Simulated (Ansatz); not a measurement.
# HfO2 (model cell, started as fluorite): phonons and vibrational spectra, part 2 of 2

The cell of HfO2 (model cell, started as fluorite) is at rest. What are its phonons? After the zone centre comes a 4×4×4 q mesh on a 8×8×8 k mesh.

Ansatz 0.2.0; DFT LDA, scalar-relativistic, plane waves, PAW; PAW set soft_1.

So far. Step 2 (Modes at Γ): Before it was imposed, the acoustic sum rule was missed by 1.3e-4 eV/Å² and the charge sum rule by 2.4e-5 e. Small misses are needed for a sound result but don't prove that mesh and cutoff are converged. The lowest optical mode is real, 248 cm⁻¹.

## Step 3: Response at finite wavevector

Stability and thermal properties need the whole zone. Linear response on a 4×4×4 q mesh gives force constants as far as a supercell of that size would, and the tensors from the zone-centre run are typed in so that the long-range dipole term is interpolated apart.

The input, input.yaml:

```yaml
crystal:
  lattice:
    - [0.0, 2.5008814195, 2.5008814195]
    - [2.5008814195, 0.0, 2.5008814195]
    - [2.5008814195, 2.5008814195, 0.0]
  atoms:
    - { symbol: Hf, position: [0.0, 0.0, 0.0] }
    - { symbol: O, position: [0.25, 0.25, 0.25] }
    - { symbol: O, position: [0.75, 0.75, 0.75] }
kpoints:
  mp_grid: { grid: [8, 8, 8] }
hamiltonian:
  xc: lda
  pseudopotentials: { kind: paw, azcp: { folder: soft_1 }, xc_functional: pbe }
scf:
  occupations: { method: fixed }
output:
  eigenvalues: true
phonons:
  method: dfpt
  qmesh: [4, 4, 4]
  temperatures: { t_max: 1000, t_step: 50 }
  qpath:
    path:
      - [[0.0, 0.0, 0.0], [0.5, 0.0, 0.5], [0.625, 0.25, 0.625]]
      - [[0.375, 0.375, 0.75], [0.0, 0.0, 0.0], [0.5, 0.5, 0.5], [0.5, 0.25, 0.75], [0.5, 0.0, 0.5]]
    npoints: 10
  non_analytic_term:
    high_frequency_dielectric_tensor: [[5.3952, 0.0, 0.0], [0.0, 5.3952, 0.0], [0.0, 0.0, 5.3952]]
    born_effective_charges:
      - { species: Hf, tensor: [[5.5895, 0.0, 0.0], [0.0, 5.5895, 0.0], [0.0, 0.0, 5.5895]] }
      - { species: O, tensor: [[-2.7948, 0.0, 0.0], [0.0, -2.7948, 0.0], [0.0, 0.0, -2.7948]] }
      - { species: O, tensor: [[-2.7948, 0.0, 0.0], [0.0, -2.7948, 0.0], [0.0, 0.0, -2.7948]] }
    source: "zone-centre run at this cell"
```

The run is started by

```sh
$ ansatz run input.yaml --threads 8 --pin off --max-ram 16384MiB --backend cpu --events-out ev --progress --plain --runs-dir out
```

Numbers of over 12 decimals in the logs are rounded to 6 here.

The log of the run:

```text
Warning: phonons: the dynamical matrix that this run interpolates holds no multipole term above the dipole-dipole one, and a site of this crystal is no centre of inversion, so its interpolated transverse optical and acoustic branches and sound speeds can stay off near Gamma, and the density of states and the thermodynamics with them. What a run solves at a wave vector of phonons.qpoints, Gamma apart, where the deck admits one, is free of this, and under fd what a larger phonons.supercell samples
[...]
Crystal: 3 atoms, lattice volume = 31.283 Å³
Basis set: ecut = 420 eV, 609 PW (Γ), exchange–correlation on 48×48×48 points (8 copies of the dense FFT grid, shifted against one another)
Bands: 23, of which v1, the nominal top of the filled ones, is band 19 counted from 1 (18 counted from 0)
Symmetry: 48 space group operations
k-points: 29 of 512
[...]
SCF iter   1: F=—  HF=-16594.311880 eV  |F-HF|=—  |Δ(HF+E_count)|=         —  Δρ=9.06e-2  dr2=1.96e0  ethr=3.10e-3  ⟨swp⟩=4.0  Hψ=2197  notcnv=0  defer=56
[...]
SCF iter  10: F=-16593.620056 eV  HF=-16593.620056 eV  |F-HF|=7.28e-12  |Δ(HF+E_count)|=  1.46e-11  Δρ=2.96e-8  dr2=2.02e-13  ethr=1.00e-12  ⟨swp⟩=7.7  Hψ=4139  notcnv=0
SCF 1 converged in 10 iterations: F = -16593.620056 eV  dr2 = 2.02e-13
[...]
NSCF: frozen V_eff on 29 k-points
[...]
DFPT response loops at q = (0, 0, 0) (fractional): preconditioner auto → none (the input reference at scf.mixing.eps_inf says where Resta's filter doesn't serve); β = 0.50; Broyden in place of MSR1
[...]
SCF converged after 10 iterations
Free energy (F): -16593.620056 eV
[...]
Internal energy: -16593.620056 eV  (E = F + TS)
E sigma→0 (E₀):  -16593.620056 eV
Fermi energy:    15.224144 eV
[...]
--- Band table (eV; the first three rows and the last of 29) ---
  k-point 0: bands = [... 15 lower, 9.4989, 14.5758, 14.5758, 14.5758, 18.9883, 18.9883, 21.1481, 26.0863]
  k-point 1: bands = [... 15 lower, 9.9829, 14.1083, 14.2599, 14.2599, 19.3141, 19.3141, 21.7493, 25.3061]
  k-point 2: bands = [... 15 lower, 11.0675, 13.1684, 13.7061, 13.7061, 19.7908, 19.7908, 22.3352, 24.7320]
  k-point 28: bands = [... 15 lower, 12.5103, 12.5103, 13.6792, 14.9991, 20.0080, 20.3680, 22.5858, 22.5858]
--- Phonons (Γ-DFPT): 2 representative perturbations + reference (Σ response iterations 7) ---
  ASR residual: 1.320e-5 → 0.000e0 eV/Å²; symmetrization residual: 2.577e-7 eV/Å²
  ASR residual per site (eV/Å²): 1.32e-5 6.82e-6 6.82e-6
  Γ frequencies (cm⁻¹): 0.00 0.00 0.00 248.33 248.33 248.33 596.45 596.45 596.45
--- Phonons (arbitrary-q DFPT): 8 irreducible q on the 4×4×4 mesh ---
  q = [0.0000, 0.0000, 0.0000] (star 1, of the zone-centre solve; hermiticity 4.29e-8, symmetrization 4.02e-12): -0.00 -0.00 0.00 248.33 248.33 248.33 596.45 596.45 596.45
  q = [0.0000, 0.0000, 0.2500] (star 8, 2 solved perturbations on 288 of 512 k-point pairs; hermiticity 7.32e-8, symmetrization 3.66e-8): 79.78 79.78 151.45 332.32 332.32 551.44 571.30 571.30 619.50
[...]
q = [0.0000, 0.2500, 0.2500] (star 6, 4 solved perturbations in 528 linear systems a pass and spin channel, the states on 164 of 512 k-point pairs; hermiticity 3.38e-8, symmetrization 2.49e-10): 78.88 78.88 201.36 265.42 265.42 446.66 590.00 590.00 668.47
[...]
sum rule: each row above includes the acoustic sum rule's correction from the zone centre's row sums; it moved no ω² by more than (0.34 cm⁻¹)²
  mesh force constants: q→R imaginary residual 5.69e-18; ASR residual 1.320e-5 → 0.000e0 eV/Å²; symmetrization residual 2.132e-14 eV/Å²
  interpolated dispersion: 63 rows × 9 modes
  density of states and harmonic sums: on the 24×24×24 q-mesh, interpolated from the force constants of a 4×4×4 supercell (with the dipole–dipole term of supplied tensors)
  largest difference from the sums on the solved wave vectors: F 1.16e-3 eV, S 1.71e-6 and C_V 1.01e-6 eV/K
  zero-point energy: 0.199519 eV/cell   skipped modes (ω ≤ 0): 48, of them read as no rigid motion or as one in doubt: 45 (9.310e-2 modes/cell left out, lowest -217.75 cm⁻¹)   left out of the sums: 1.04e-2 of the cell's modes: C_V's classical limit lies that fraction below 3 k_B per atom; for a crystal, a wire or a layer, F and S can be off by more, and a phonons.interpolated_qmesh denser along its periods is the remedy for the sampling
```

Wall time 65 s (8 threads of Intel Xeon at 2.70GHz, shared host); peak memory 1.3 GiB.

Numbers from this step:

```yaml
sum_rule_residual_before_enforcement: 1.32e-5 eV/Å²
lowest_frequency_on_the_path: -217.7 cm⁻¹
highest_frequency_on_the_path_or_at_a_solved_wavevector: 707.1 cm⁻¹
lowest_mode_on_the_q_mesh_acoustic_modes_at_gamma_apart: -217.8 cm⁻¹
```

Frequencies (cm⁻¹) solved at each irreducible wavevector; negative means imaginary. Frequencies by wavevector, by row:

```csv
q in reciprocal lattice units,star,mode 1,mode 2,mode 3,mode 4,mode 5,mode 6,mode 7,mode 8,mode 9
0 0 0,1,0,0,0,248.3,248.3,248.3,596.5,596.5,596.5
0 0 0.25,8,79.8,79.8,151.4,332.3,332.3,551.4,571.3,571.3,619.5
0 0 -0.5,4,92.5,92.5,200.8,415.1,415.1,510.6,531.1,531.1,603.3
0 0.25 0.25,6,78.9,78.9,201.4,265.4,265.4,446.7,590,590,668.5
0 0.25 -0.5,24,96.9,131,198,277.3,355.7,365.2,557.2,582.1,670.5
0 0.25 -0.25,12,93.7,123.5,196.1,235.4,436.1,468,493.4,597.9,645
0 -0.5 -0.5,3,-217.8,102.2,102.2,259.6,323.8,323.8,574.3,574.3,707.1
0.25 -0.5 -0.25,6,52.5,106.2,191.2,191.2,255.7,477.5,477.5,615.7,680
```

Interpolated from a 4×4×4 q mesh, with the LO-TO term (at Γ the limit along the path; where Γ stands inside the path, tables give the limit on arrival). Phonon branches along the path, in cm⁻¹:

```csv
point,branch 1,branch 2,branch 3,branch 4,branch 5,branch 6,branch 7,branch 8,branch 9
Γ,0,0,0,248,248,596,596,596,630
halfway,79,79,201,265,265,447,590,590,668
X,-218,102,102,260,324,324,574,574,707
halfway,-187,101,120,247,329,341,568,578,702
U,-66,98,156,221,341,386,548,586,687
jump to K,-66,98,156,221,341,386,548,586,687
halfway,90,91,180,255,405,502,537,601,629
Γ,0,0,0,248,248,596,596,596,630
halfway,80,80,151,332,332,551,571,571,620
L,92,92,201,415,415,511,531,531,603
halfway,96,150,180,312,334,458,510,595,654
W,53,106,191,191,256,478,478,616,680
halfway,-159,104,133,238,298,382,548,593,696
X,-218,102,102,260,324,324,574,574,707
```

The phonon branches as a text plot (rows in cm⁻¹):

```
    688 |       ************                            *********
    649 |*******            ****    ****             ***
    611 |******             ************************* ********
    572 | **   *************     ****    *****     ***        ***
    534 |   *             **    **          **********      **
    495 |    **             *****              ****   ******
    457 |      *            *  *                   ******  *
    418 |                  * ** *               *****       **
    380 |       *        ** *    *            **   ***        *
    341 |            *******                **       **        **
    302 |        ****             **      **          **     ***
    264 |***************        **********              ***** ***
    225 |       **      ********                        *   **
    187 |    ***           ******            ***************
    148 |   *           *** *    *          *        ****   **
    110 |  *    ***************** **      **   ******************
     71 |    ***                *****    ******          **
     33 | ***                     ****  **                 *
     -6 |*                            **
    -44 |
    -83 |                 *                                 *
   -121 |                *                                   *
   -160 |               *
   -198 |           ****                                      ***
         Γ           X  U|K            Γ         L        W     X
```

Tetrahedra on a 24×24×24 mesh, mean over bins of 10 cm-1. Interpolated from a 4×4×4 q mesh. Table of phonon density of states by wavenumber; read off at these points:

wavenumber (cm⁻¹), phonon density of states (1/cm⁻¹/cell) and a bar:
```
     -215     0.0001 
     -195     0.0004 
     -165     0.0005 
     -145     0.0005 
     -115     0.0005 
      -95     0.0004 
      -65     0.0004 
      -45     0.0004 
      -15     0.0004 
        5     0.0004 
       35     0.0016 #
       55     0.0038 ##
       85     0.0184 ########
       95     0.0715 ##############################
      105     0.0327 ##############
      135     0.0139 ######
      155     0.0078 ###
      185     0.0202 ########
      195     0.0265 ###########
      205     0.0097 ####
      235     0.0092 ####
      255     0.0098 ####
      265     0.0159 #######
      285     0.0127 #####
      305     0.0130 #####
      335     0.0111 #####
      355     0.0100 ####
      385     0.0098 ####
      405     0.0104 ####
      435     0.0085 ####
      455     0.0116 #####
      485     0.0041 ##
      505     0.0097 ####
      535     0.0140 ######
      555     0.0142 ######
      585     0.0390 ################
      595     0.0408 #################
      605     0.0138 ######
      635     0.0141 ######
      655     0.0124 #####
      675     0.0144 ######
      685     0.0105 ####
      705     0.0021 #
```

The partial phonon density of states has structure finer than the step of the table below, so its rows give means over 25 cm⁻¹, whole bins alone (the curve runs from -222 to 738 cm⁻¹). Peaks (cm⁻¹: height): Hf 97.6: 0.0533, 194.2: 0.0200; O 272.7: 0.0133, 592.7: 0.0371, 671.2: 0.0134.

Phonopy on the run's constants, 19x19x19 mesh, Gaussian sigma 6.9 cm-1. Interpolated from a 4×4×4 q mesh. Table of partial phonon density of states by wavenumber; means over each step; values in 1/cm⁻¹/cell:

```csv
wavenumber (cm⁻¹),Hf,O
-200,0,3.4e-4
-175,0,4.2e-4
-150,7.2e-6,7.0e-4
-125,5.6e-6,3.4e-4
-100,2.4e-5,7.1e-4
-75,2.1e-5,5.0e-4
-50,1.2e-5,1.2e-4
-25,3.0e-5,2.6e-4
0,6.1e-5,9.4e-5
25,5.9e-4,2.1e-4
50,0.00265,9.5e-4
75,0.0132,0.00104
100,0.0394,0.00155
125,0.0132,0.00176
150,0.00857,0.00145
175,0.0120,0.00160
200,0.0150,0.00189
225,0.00741,0.00266
250,0.00369,0.00658
275,0.00104,0.0126
300,5.3e-4,0.0122
325,4.5e-4,0.0117
350,3.0e-4,0.00990
375,2.3e-4,0.00965
400,1.6e-4,0.0102
425,1.1e-4,0.00927
450,1.2e-4,0.00937
475,6.5e-5,0.00649
500,3.5e-5,0.00841
525,1.5e-5,0.0129
550,1.1e-5,0.0142
575,2.6e-5,0.0249
600,5.9e-5,0.0255
625,4.9e-4,0.0103
650,3.9e-4,0.0121
675,1.3e-4,0.0123
700,2.0e-5,0.00472
725,0,1.4e-4
```

Symmetry leaves 8 wavevectors to solve. The lowest mode among them, the acoustic zeros apart, lies at q = (0, -0.5, -0.5) and is imaginary, 217.8i cm⁻¹, so the energy falls along it.

## Step 4: What came out

```yaml
space_group_within_0p01_a: Fm-3m
volume_per_atom: 10.4 Å³
gap_on_the_k_mesh: 3.66 eV
highest_optical_mode_at_the_zone_centre_no_lo_to_term: 596 cm⁻¹
top_of_the_zone_centre_spectrum_with_the_field: 630 cm⁻¹
lowest_optical_zone_centre_mode: 248 cm⁻¹
mean_high_frequency_dielectric_constant: 5.40
mean_static_dielectric_constant: 34.8
largest_born_charge_third_of_the_trace: 5.59 e
lowest_mode_on_the_q_mesh_acoustic_modes_at_gamma_apart: -218 cm⁻¹
highest_frequency_on_the_path_or_at_a_solved_wavevector: 707 cm⁻¹
imaginary_modes_on_the_4x4x4_q_mesh: yes
```

What this shows: Modes are clearly imaginary (beyond 10i cm⁻¹) at 1 of the 8 irreducible wavevectors, most at q = (0, -0.5, -0.5) (217.8i cm⁻¹), so this structure is not a minimum of the energy. Without the field, the optical modes at Γ span 248 to 596 cm⁻¹. The highest mode in this list at Γ, 596.5 cm⁻¹, is mostly motion of O (100 % of the kinetic energy). With the macroscopic field of the longitudinal modes the top of the zone-centre spectrum lies at 630 cm⁻¹, against 596 cm⁻¹ without it. Lattice motion raises the mean dielectric constant from 5.395 to 34.76. The strongest infrared line is at 248 cm⁻¹. The program warns that the interpolation holds no quadrupole term, so branches close to Γ can be off in this crystal. Spin-orbit coupling is left out, which can matter for the heavy elements here. The PAW files were made for PBE and serve the other functionals too. The starting cell was built on a prototype and not taken from a measurement, so the phase need not exist. These are harmonic frequencies at zero temperature: anharmonic shifts, linewidths and thermal expansion are left out.

[Logs are printed without paths, hosts, clocks, repeated set-up lines and the standing remarks that a program may print on its own settings, such as how far it seeks lower states.]

[Hosts, paths, dates, database ids (printed as entryN), source tags and the programs' standing remarks are cut or masked in the printed files.]
